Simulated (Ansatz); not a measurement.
## Work function of Ru(0001): what the settings cost and change

How far do cutoff, k-mesh and smearing move the work function of Ru(0001)?

Program: Ansatz 0.2.0. Level of theory: plane-wave DFT, PBE, Ansatz PAW. Results are calculated unless marked as measured.

This is a report of a sequence of runs, with most program output left out.

## Step 1: Set-up

The cell holds 7 atoms: 7 Ru. Cell: a = 2.700 Å, b = 2.700 Å, c = 30.830 Å, α = 90.0°, β = 90.0°, γ = 60.0°. Vacuum lies along c.

As a file:

```cif
data_structure
_symmetry_space_group_name_H-M 'P 1'
_symmetry_Int_Tables_number 1
_cell_length_a 2.7000
_cell_length_b 2.7000
_cell_length_c 30.8304
_cell_angle_alpha 90.000
_cell_angle_beta 90.000
_cell_angle_gamma 60.000
_cell_volume 194.64
loop_
_atom_site_label
_atom_site_type_symbol
_atom_site_fract_x
_atom_site_fract_y
_atom_site_fract_z
_atom_site_occupancy
Ru1 Ru 0.00000 0.00000 0.29192 1
Ru2 Ru 0.66667 0.66667 0.36128 1
Ru3 Ru 0.00000 0.00000 0.43064 1
Ru4 Ru 0.66667 0.66667 0.50000 1
Ru5 Ru 0.00000 0.00000 0.56936 1
Ru6 Ru 0.66667 0.66667 0.63872 1
Ru7 Ru 0.00000 0.00000 0.70808 1
```

## Step 2: Run, setting cutoff 200 eV

A work function rests on the faint tail of the density, so the SCF threshold is tight. The cutoff is raised first; then mesh and smearing are varied at the default cutoff.

input.yaml reads:

```yaml
crystal:
  lattice:
    - [2.7, 0.0, 0.0]
    - [1.35, 2.3382685902, 0.0]
    - [0.0, 0.0, 30.8304]
  atoms:
    - { symbol: Ru, position: [0.0, 0.0, 0.2919196637] }
    - { symbol: Ru, position: [0.6666666667, 0.6666666667, 0.3612797758] }
    - { symbol: Ru, position: [0.0, 0.0, 0.4306398879] }
    - { symbol: Ru, position: [0.6666666667, 0.6666666667, 0.5] }
    - { symbol: Ru, position: [0.0, 0.0, 0.5693601121] }
    - { symbol: Ru, position: [0.6666666667, 0.6666666667, 0.6387202242] }
    - { symbol: Ru, position: [0.0, 0.0, 0.7080803363] }
kpoints:
  mp_grid: { grid: [17, 17, 1] }
hamiltonian:
  xc: pbe
scf:
  occupations: { method: fermi_dirac, width: 0.1 }
  convergence: { dr2_threshold: 1.0e-09 }
efield:
  axis: 3
  dipole_correction: true
  ramp_position: 0.97
  ramp_width: 0.06
basis:
  ecutwfc: "200 eV"
output:
  write_potential: true
  write_density: true
  volumetric_format: npy
  elf: true
```

Command:

```
$ ansatz run input.yaml --threads 2 --pin off --max-ram 3072MiB --backend cpu --events-out ev --progress --plain --runs-dir out
```

Elapsed: 26 s, on 2 threads of Arm Neoverse N1, shared host; peak memory 0.41 GiB.

This step gave:

* energy at zero smearing: -41080.8078 eV
* work function, upper face: 5.689 eV

Running mean over 2.138 Å of the planar mean; the ramp of the sawtooth is left out. Electron's electrostatic potential energy less the Fermi level against z:

z (Å), electron's electrostatic potential energy less the Fermi level (eV) and a bar from the least value:
```
      3.5        5.6 ##############################
      4.0        5.6 ##############################
      4.5        5.5 ##############################
      5.0        5.5 ##############################
      5.5        5.4 ##############################
      6.0        5.3 ##############################
      6.5        5.0 #############################
      7.0        4.1 ############################
      7.5        0.9 #######################
      8.0       -6.2 #############
      8.5      -12.3 ####
      9.0      -14.3 #
      9.5      -14.5 
     10.0      -14.6 
     10.5      -14.7 
     11.0      -14.8 
     11.5      -14.8 
     12.0      -14.8 
     12.5      -14.8 
     13.0      -14.8 
     13.5      -14.8 
     14.0      -14.8 
     14.5      -14.8 
     15.0      -14.8 
     15.5      -14.8 
     16.0      -14.8 
     16.5      -14.8 
     17.0      -14.8 
     17.5      -14.8 
     18.0      -14.8 
     18.5      -14.8 
     19.0      -14.8 
     19.5      -14.8 
     20.0      -14.8 
     20.5      -14.7 
     21.0      -14.6 
     21.5      -14.5 
     22.0      -14.0 #
     22.5      -10.8 ######
     23.0       -3.6 ################
     23.5        2.4 #########################
     24.0        4.6 ############################
     24.5        5.1 #############################
     25.0        5.3 ##############################
     25.5        5.4 ##############################
     26.0        5.5 ##############################
     26.5        5.5 ##############################
     27.0        5.6 ##############################
     27.5        5.6 ##############################
```

Electrostatic potential energy in the ca plane at fractional y = 0.000, with atoms of Ru within 0.2 Å of it. With pseudopotentials it is smooth inside the atoms' cores, unlike the true potential.

Values in eV, 5 rows by 16 columns, each cell a mean:
```
  7   1 -70 -19   7   7 -53 -41   7   7 -31 -62   7  14  14  14
 -6   5  -9   3  -4   3  -4  -1   0  -2   1  -6  11  14  14  14
-17   5   6   8 -13  -1   7   7  -5  -9   8   7  12  14  14  14
  0   5 -28  -2   1   5 -19 -13   4   3  -7 -23  10  14  14  14
  8  -1 -80 -26   9   7 -62 -50   8   8 -38 -72   5  14  14  14
```
Columns run along c (16.0 Å, from fractional 0.35 to 0.87 of the cell; values clipped at the 3rd and 97th percentile), rows up along a (2.7 Å). Atoms in or near the plane, at fractional coordinates: Ru at (0.43, 0.00), Ru at (0.57, 0.00), Ru at (0.71, 0.00).

Valence density in the ca plane at fractional y = 0.000, with atoms of Ru within 0.2 Å of it. It is the smooth field of the valence electrons, not physical close to the nuclei.

Ten even steps from '0' (0.0 e/Å³) to '9' (9.4 e/Å³), each cell a mean:
```
00000379620000000488510000001587300000000000
00000134310000000244200000000243100000000000
11000011000011000011000011000011000000000000
12100000000012100000000121000000000000000000
11100000000011000000000011000000000000000000
00000022100000000122100000000122000000000000
00000257410000000367310000001476200000000000
00000389720000001599510000002698400000000000
```
Columns run along c (16.0 Å, from fractional 0.35 to 0.87 of the cell), rows up along a (2.7 Å). Atoms in or near the plane, at fractional coordinates: Ru at (0.43, 0.00), Ru at (0.57, 0.00), Ru at (0.71, 0.00).

ELF in the ca plane at fractional y = 0.000, with atoms of Ru within 0.2 Å of it. It is the smooth field of the valence electrons, not physical close to the nuclei.

Ten even steps from '0' (0.00) to '9' (0.64), each cell a mean:
```
44443897963544544988954544546989941000000000
33343599844333343799744333344899622000000000
45434345434355334345343355334355332000000000
67524544453367425544453477335444541000000000
57524434343366434434343466334344442000000000
34334478634334343577534343344577422000000000
33343799963433444899944433445999831000000000
55543885973555644976953655536967941000000000
```
Columns run along c (16.0 Å, from fractional 0.35 to 0.87 of the cell), rows up along a (2.7 Å). Atoms in or near the plane, at fractional coordinates: Ru at (0.43, 0.00), Ru at (0.57, 0.00), Ru at (0.71, 0.00).

The work function is 5.689 eV. The program marks this work function as in doubt.

## Step 3: Run

input.yaml, as its differences from that of step 2:

```diff
@@ -26,3 +26,3 @@
 basis:
-  ecutwfc: "200 eV"
+  ecutwfc: "300 eV"
 output:
@@ -31,2 +31 @@
   volumetric_format: npy
-  elf: true
```

It took 42 s on 2 threads; peak memory 0.52 GiB.

The work function is 5.075 eV, -0.614 eV from the run “cutoff 200 eV”, at 1.6 times its CPU time.

## Step 4: Run

input.yaml, as its differences from that of step 3:

```diff
@@ -26,3 +26,3 @@
 basis:
-  ecutwfc: "300 eV"
+  ecutwfc: "420 eV"
 output:
```

Wall time 58 s (2 threads); peak memory 0.71 GiB; 1.8 min of CPU time.

The work function is 5.067 eV, -0.622 eV from the run “cutoff 200 eV”, at 2.2 times its CPU time.

## Step 5: Run

input.yaml, as its differences from that of step 4:

```diff
@@ -26,3 +26,3 @@
 basis:
-  ecutwfc: "420 eV"
+  ecutwfc: "600 eV"
 output:
```

Wall time 92 s (2 threads); peak memory 1 GiB; 3 min of CPU time.

The work function is 5.066 eV, -0.000 eV from the run “cutoff 420 eV”, at 1.7 times its CPU time.

## Step 6: Slab

input.yaml, as its differences from that of step 5:

```diff
@@ -14,3 +14,3 @@
 kpoints:
-  mp_grid: { grid: [17, 17, 1] }
+  mp_grid: { grid: [3, 3, 1] }
 hamiltonian:
@@ -25,4 +25,2 @@
   ramp_width: 0.06
-basis:
-  ecutwfc: "600 eV"
 output:
```

It took 5.4 s on 2 threads; peak memory 0.41 GiB.

The work function is 4.668 eV, -0.399 eV from the run “cutoff 420 eV”, at 0.091 times its CPU time.

## Step 7: Slab

input.yaml, as its differences from that of step 6:

```diff
@@ -14,3 +14,3 @@
 kpoints:
-  mp_grid: { grid: [3, 3, 1] }
+  mp_grid: { grid: [6, 6, 1] }
 hamiltonian:
```

The job ended after 11 s (2 threads; peak memory 0.46 GiB; 21 s of CPU time).

The work function is 5.031 eV, -0.036 eV from the run “cutoff 420 eV”, at 0.19 times its CPU time.

## Step 8: Slab

input.yaml, as its differences from that of step 7:

```diff
@@ -14,3 +14,3 @@
 kpoints:
-  mp_grid: { grid: [6, 6, 1] }
+  mp_grid: { grid: [11, 11, 1] }
 hamiltonian:
```

Elapsed: 27 s, on 2 threads; peak memory 0.53 GiB; 52 s of CPU time.

The work function is 5.092 eV, +0.026 eV from the run “cutoff 420 eV”, at 0.48 times its CPU time.

## Step 9: Slab

input.yaml, as its differences from that of step 8:

```diff
@@ -14,3 +14,3 @@
 kpoints:
-  mp_grid: { grid: [11, 11, 1] }
+  mp_grid: { grid: [26, 26, 1] }
 hamiltonian:
```

Wall time 1.9 min (2 threads); peak memory 1.1 GiB.

The work function is 5.071 eV, +0.004 eV from the run “cutoff 420 eV”, at 2.1 times its CPU time.

## Step 10: Run

input.yaml, as its differences from that of step 9:

```diff
@@ -14,3 +14,3 @@
 kpoints:
-  mp_grid: { grid: [26, 26, 1] }
+  mp_grid: { grid: [17, 17, 1] }
 hamiltonian:
@@ -18,3 +18,3 @@
 scf:
-  occupations: { method: fermi_dirac, width: 0.1 }
+  occupations: { method: gaussian, width: 0.05 }
   convergence: { dr2_threshold: 1.0e-09 }
```

The job ended after 52 s (2 threads; peak memory 0.71 GiB).

The work function is 5.057 eV, -0.010 eV from the run “cutoff 420 eV”, at 0.95 times its CPU time.

## Step 11: Slab

input.yaml, as its differences from that of step 10:

```diff
@@ -18,3 +18,3 @@
 scf:
-  occupations: { method: gaussian, width: 0.05 }
+  occupations: { method: methfessel_paxton, width: 0.2 }
   convergence: { dr2_threshold: 1.0e-09 }
```

Elapsed: 58 s, on 2 threads; peak memory 0.71 GiB.

The work function is 5.072 eV, +0.005 eV from the run “cutoff 420 eV”, at 1.0 times its CPU time.

## Step 12: Slab

input.yaml, as its differences from that of step 11:

```diff
@@ -18,3 +18,3 @@
 scf:
-  occupations: { method: methfessel_paxton, width: 0.2 }
+  occupations: { method: fermi_dirac, width: 0.3 }
   convergence: { dr2_threshold: 1.0e-09 }
```

Elapsed: 62 s, on 2 threads; peak memory 0.76 GiB.

The work function is 5.040 eV, -0.026 eV from the run “cutoff 420 eV”, at 1.1 times its CPU time.

## Step 13: Slab

input.yaml, as its differences from that of step 12:

```diff
@@ -18,3 +18,3 @@
 scf:
-  occupations: { method: fermi_dirac, width: 0.3 }
+  occupations: { method: cold, width: 0.1 }
   convergence: { dr2_threshold: 1.0e-09 }
```

The job ended after 52 s (2 threads; peak memory 0.71 GiB).

The work function is 5.062 eV, -0.005 eV from the run “cutoff 420 eV”, at 0.96 times its CPU time.

## Step 14: Side by side

Times are for 2 threads of Arm Neoverse N1, shared host. The runs compared:

```tsv
no.	setting	work function, upper face (eV)	time	memory (GiB)
1	cutoff 200 eV	5.689	26 s	0.41
2	cutoff 300 eV	5.075	42 s	0.52
3	cutoff 420 eV	5.067	58 s	0.71
4	cutoff 600 eV	5.066	92 s	1.0
5	mesh 3x3	4.668	5.4 s	0.41
6	mesh 6x6	5.031	11 s	0.46
7	mesh 11x11	5.092	27 s	0.53
8	mesh 26x26	5.071	1.9 min	1.1
9	Gaussian smearing 0.05 eV	5.057	52 s	0.71
10	methfessel_paxton smearing 0.2 eV	5.072	58 s	0.71
11	fermi_dirac smearing 0.3 eV	5.040	62 s	0.76
12	cold smearing 0.1 eV	5.062	52 s	0.71
```

## Step 15: Varying the input

An input spoilt on purpose, to show how the run answers: it repeats the earlier run “cutoff 200 eV” with efield.amplitude to 5.0, and scf.max_iter set to 50; its output block differs too.

input.yaml, as its differences from that of step 13:

```diff
@@ -18,4 +18,5 @@
 scf:
-  occupations: { method: cold, width: 0.1 }
+  occupations: { method: fermi_dirac, width: 0.1 }
   convergence: { dr2_threshold: 1.0e-09 }
+  max_iter: 50
 efield:
@@ -25,2 +26,5 @@
   ramp_width: 0.06
+  amplitude: 5.0
+basis:
+  ecutwfc: "200 eV"
 output:
```

Elapsed: 36 s, on 2 threads; peak memory 0.39 GiB; 71 s of CPU time.

The fault (a field far too strong) makes this run a check alone; its numbers are not taken further.

## Step 16: Results

```yaml
work_function_cutoff_200_ev: 5.689 eV
work_function_cutoff_420_ev: 5.067 eV
work_function_cutoff_600_ev: 5.066 eV
work_function_mesh_3x3: 4.668 eV
```

The run at the highest cutoff gives 5.07 eV, and the settings tried spread the value from 4.67 to 5.69 eV. Against 600 eV, a cutoff of 200 eV is off by +0.623 eV. Against 600 eV, a cutoff of 420 eV is off by +0.000 eV. Against the finest mesh, 26 points along a, the coarser ones are off by -0.40 (3), -0.04 (6) and +0.02 (11) eV. The smearing schemes and widths spread it over 0.03 eV. The program marks the value as in doubt in “cutoff 200 eV”. The ladder's slabs use the tabulated experimental lattice constant (two decimals; a low-temperature value for the alkali metals). In 1 run of the series (cutoff 200 eV) the program warns that electrons reach the sawtooth's ramp, which makes dipole and work function less sure.

[Logs are printed without paths, hosts, clocks, repeated set-up lines and the standing remarks that a program may print on its own settings, such as how far it seeks lower states.]

[Hosts, paths, dates, database ids (printed as entryN), source tags and the programs' standing remarks are cut or masked in the printed files.]

[Maps of the electrostatic potential energy from Ansatz leave out the sawtooth potential of an applied field or a dipole correction, so their vacuum need not be flat; planar profiles and work functions include it.]
